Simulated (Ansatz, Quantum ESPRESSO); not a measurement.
## SrO (Fm-3m): the LO frequency by hand

Wanted: the LO mode of SrO (Fm-3m) from the TO mode and the field response.

Main program and level: Quantum ESPRESSO 7.5; DFT LDA, scalar-relativistic, plane waves, GBRV ultrasoft pseudopotentials.

The database entry behind the starting cell differs from later determinations by our own check (about 0.5 % short), so it need not match the best structure at ambient conditions.

### Step 1. The relaxed structure

The structure is cubic, space group Fm-3m (No. 225). The conventional cell has a = 5.065 Å, b = 5.065 Å, c = 5.065 Å, α = 90.00°, β = 90.00°, γ = 90.00°. Nearest to Sr lie 6 O at 2.53 Å. Nearest to O lie 6 Sr at 2.53 Å. Farther neighbours and most contacts between anions are not listed.

Structure file:

```
Sr O
1.0
    -2.53264    0.00000    2.53264
     0.00000    2.53264    2.53264
    -2.53264    2.53264    0.00000
Sr O
1 1
Direct
  0.50000 0.50000 0.50000
  0.00000 0.00000 0.00000
```

This is the cell after its relaxation at this level of theory, not the database cell from which that began.

### Step 2. What the response run gave

A linear-response run on the relaxed cell, with the response to an electric field; only its zone-centre results are used. Cutoff 45 Ry, k mesh 8×8×8.

The log of the run:

```text
[banners, grids, parts of the stress and lines that vanish by symmetry left out]
Program PHONON v.7.5
     Reading xml data from directory:

[...]
Exchange-correlation= PZ
                           (   1   1   0   0   0   0   0)
[...]
(   8 q-points):
[...]
kinetic-energy cut-off    =      45.0000  Ry
     charge density cut-off    =     270.0000  Ry
     convergence threshold     =      1.0E-18
[...]
Exchange-correlation= PZ
                           (   1   1   0   0   0   0   0)
[...]
q = (   0.0000000   0.0000000   0.0000000 )
     49 Sym.Ops. (with q -> -q+G )
     G cutoff =  626.6283  (  16361 G-vectors)     FFT grid: ( 36, 36, 36)
     G cutoff =  417.7522  (   8873 G-vectors)  smooth grid: ( 30, 30, 30)
     number of k points=    29
[...]
Mode symmetry, O_h (m-3m)  point group:
[...]
Dielectric constant
[...]
End of electric fields calculation
          Dielectric constant in cartesian axis
          (       3.873292814       0.000000000       0.000000000 )
          (       0.000000000       3.873292814      -0.000000000 )
          (       0.000000000      -0.000000000       3.873292814 )
          Effective charges (d Force / dE) in cartesian axis without acoustic sum rule applied (asr)
           atom    1  Sr    Mean Z*:        2.47326
      Ex  (        2.47326        0.00000        0.00000 )
      Ey  (        0.00000        2.47326       -0.00000 )
      Ez  (        0.00000       -0.00000        2.47326 )
           atom    2  O     Mean Z*:       -2.47576
      Ex  (       -2.47576        0.00000        0.00000 )
      Ey  (        0.00000       -2.47576       -0.00000 )
      Ez  (        0.00000       -0.00000       -2.47576 )
          Effective charges Sum: Mean:       -0.00251
[...]
Effective charges (d Force / dE) in cartesian axis with asr applied:
           atom    1  Sr    Mean Z*:        2.47451
[...]
atom    2  O     Mean Z*:       -2.47451
[...]
Representation #   1 modes #   1   2   3
[...]
End of self-consistent calculation
     Convergence has been achieved
     Representation #   2 modes #   4   5   6
[...]
End of self-consistent calculation
     Convergence has been achieved
[...]
Dielectric constant in cartesian axis
          (       3.873292814       0.000000000       0.000000000 )
          (       0.000000000       3.873292814      -0.000000000 )
          (       0.000000000      -0.000000000       3.873292814 )
          Effective charges (d Force / dE) in cartesian axis without acoustic sum rule applied (asr)
[...]
Mode symmetry, C_s (m)     point group:
[...]
q = (    0.750000000  -0.250000000   0.750000000 )
[...]
Mode symmetry, C_s (m)     point group:
     freq (   1-   1) =        120.8  [cm-1]   --> A''
     freq (   2-   2) =        144.8  [cm-1]   --> A'
     freq (   3-   3) =        200.8  [cm-1]   --> A'
     freq (   4-   4) =        266.3  [cm-1]   --> A''
     freq (   5-   5) =        286.5  [cm-1]   --> A'
     freq (   6-   6) =        376.5  [cm-1]   --> A'
[...]
Mode symmetry, C_2v (mm2)  point group:
[...]
q = (    0.500000000   0.000000000   0.500000000 )
[...]
Mode symmetry, C_2v (mm2)  point group:
     freq (   1-   1) =        111.0  [cm-1]   --> B_1  D_3  S_3
     freq (   2-   2) =        140.3  [cm-1]   --> B_2  D_4  S_4
     freq (   3-   3) =        194.9  [cm-1]   --> A_1  D_1  S_1
     freq (   4-   4) =        269.0  [cm-1]   --> B_2  D_4  S_4
     freq (   5-   5) =        281.8  [cm-1]   --> B_1  D_3  S_3
     freq (   6-   6) =        414.3  [cm-1]   --> A_1  D_1  S_1
[...]
Mode symmetry, D_4h(4/mmm) point group:
[...]
Convergence has been achieved
[...]
Convergence has been achieved
[...]
Convergence has been achieved
[...]
Convergence has been achieved
[...]
q = (    0.000000000  -1.000000000   0.000000000 )
[...]
freq (    5) =       7.327288 [THz] =     244.412008 [cm-1]
     freq (    6) =       9.353276 [THz] =     311.991715 [cm-1]
[...]
Mode symmetry, D_4h(4/mmm) point group:
     freq (   1-   2) =        126.0  [cm-1]   --> E_u  X_5' M_5'
     freq (   3-   3) =        198.2  [cm-1]   --> A_2u X_4' M_4'
     freq (   4-   5) =        244.4  [cm-1]   --> E_u  X_5' M_5'
     freq (   6-   6) =        312.0  [cm-1]   --> A_2u X_4' M_4'
[...]
Mode symmetry, D_2d (-42m) point group:
[...]
Representation #   1 mode #   1
[...]
Convergence has been achieved
     Representation #   2 mode #   2
[...]
Convergence has been achieved
     Representation #   3 modes #   3   4
[...]
End of self-consistent calculation
     Convergence has been achieved
     Representation #   4 modes #   5   6
[...]
End of self-consistent calculation
     Convergence has been achieved
[...]
q = (   -0.500000000  -1.000000000   0.000000000 )
[...]
freq (    1) =       4.549624 [THz] =     151.759134 [cm-1]
     freq (    2) =       5.139397 [THz] =     171.431820 [cm-1]
     freq (    3) =       5.139397 [THz] =     171.431820 [cm-1]
     freq (    4) =       8.542598 [THz] =     284.950412 [cm-1]
     freq (    5) =       8.542598 [THz] =     284.950412 [cm-1]
     freq (    6) =       9.827209 [THz] =     327.800403 [cm-1]
[...]
Mode symmetry, D_2d (-42m) point group:
     freq (   1-   1) =        151.8  [cm-1]   --> A_1  X_1  W_1
     freq (   2-   3) =        171.4  [cm-1]   --> E    X_5  W_3
     freq (   4-   5) =        285.0  [cm-1]   --> E    X_5  W_3
     freq (   6-   6) =        327.8  [cm-1]   --> B_2  X_3  W_2

   JOB DONE.
```

```
                       quantity   value
             cell volume Ω (Å³)  32.490
                 mass of Sr (u)  87.620
                  mass of O (u)  15.999
     Born charge of Sr, raw (e)   2.473
      Born charge of O, raw (e)  -2.476
                             ε∞   3.873
ω(TO) after the sum rule (cm⁻¹)   217.8
```

### Step 3. The calculation

The charges must sum to zero over the cell; taking off their mean, -0.001 e, leaves Z* = 2.475 e on Sr. In the polar mode Sr moves against O, so the reduced mass is μ = 87.62 × 16.00 / 103.62 = 13.529 u.

A longitudinal wave builds up a field that adds to the restoring force: ω(LO)² = ω(TO)² + 4π Z*² / (μ Ω ε∞), in Hartree atomic units. With μ = 24661 electron masses and Ω = 219.25 bohr³ the second term is 3.6741e-06 Ha², or 176980 cm⁻² (1 Ha = 219474.6 cm⁻¹).

So ω(LO) = √(47428 + 176980) = 473.7 cm⁻¹, and by the Lyddane-Sachs-Teller relation ε₀ = ε∞ (ω(LO)/ω(TO))² = 18.33.

### Step 4. Check against the program

The analysis program adds the same non-analytic term to the full matrix, here for q along (1 0 0).

The log of the run:

```text
[banner, memory and clock lines left out]
Program DYNMAT v.7.5

     Reading Dynamical Matrix from file x.dyn1
     ...Force constants read
     ...epsilon and Z* read

     Polarizability (A^3 units)
     multiply by 0.510787 for Clausius-Mossotti correction
         7.428863    0.000000    0.000000
         0.000000    7.428863   -0.000000
         0.000000   -0.000000    7.428863

     IR activities are in (D/A)^2/amu units

# mode   [cm-1]    [THz]      IR
    1      0.00    0.0000    0.0000
    2      0.00    0.0000    0.0000
    3      0.00    0.0000    0.0000
    4    217.78    6.5288   10.4422
    5    217.78    6.5288   10.4422
    6    473.71   14.2015   10.4422
```

ε₀ comes from the program's run without a direction of q.

```
    quantity  by hand  program
ω(LO) (cm⁻¹)    473.7    473.7
          ε₀    18.33    18.33
```

### Step 5. Results

```yaml
to_mode: 217.8 cm⁻¹
lo_mode: 473.7 cm⁻¹
static_dielectric_constant: 18.33
```

What this shows: The LO mode of SrO (Fm-3m) lies at 474 cm⁻¹, 256 cm⁻¹ above the TO mode; the formula meets the program within 0.1 cm⁻¹, as it must for a cubic crystal with one polar mode. ω(LO)² − ω(TO)² goes with Z*²/ε∞: an error of 5 % in ε∞ would move the LO mode by 9.0 cm⁻¹, and semilocal functionals tend to overestimate ε∞. These are harmonic values at zero temperature, at the volume of this functional, for the structure held cubic; stability elsewhere in the zone is no part of this calculation.

[Host names and launcher messages were left out of these logs when they were recorded.]

[Logs are printed without paths, hosts, clocks, repeated set-up lines and the standing remarks that a program may print on its own settings, such as how far it seeks lower states.]

[Hosts, paths, dates, database ids (printed as entryN), source tags and the programs' standing remarks are cut or masked in the printed files.]
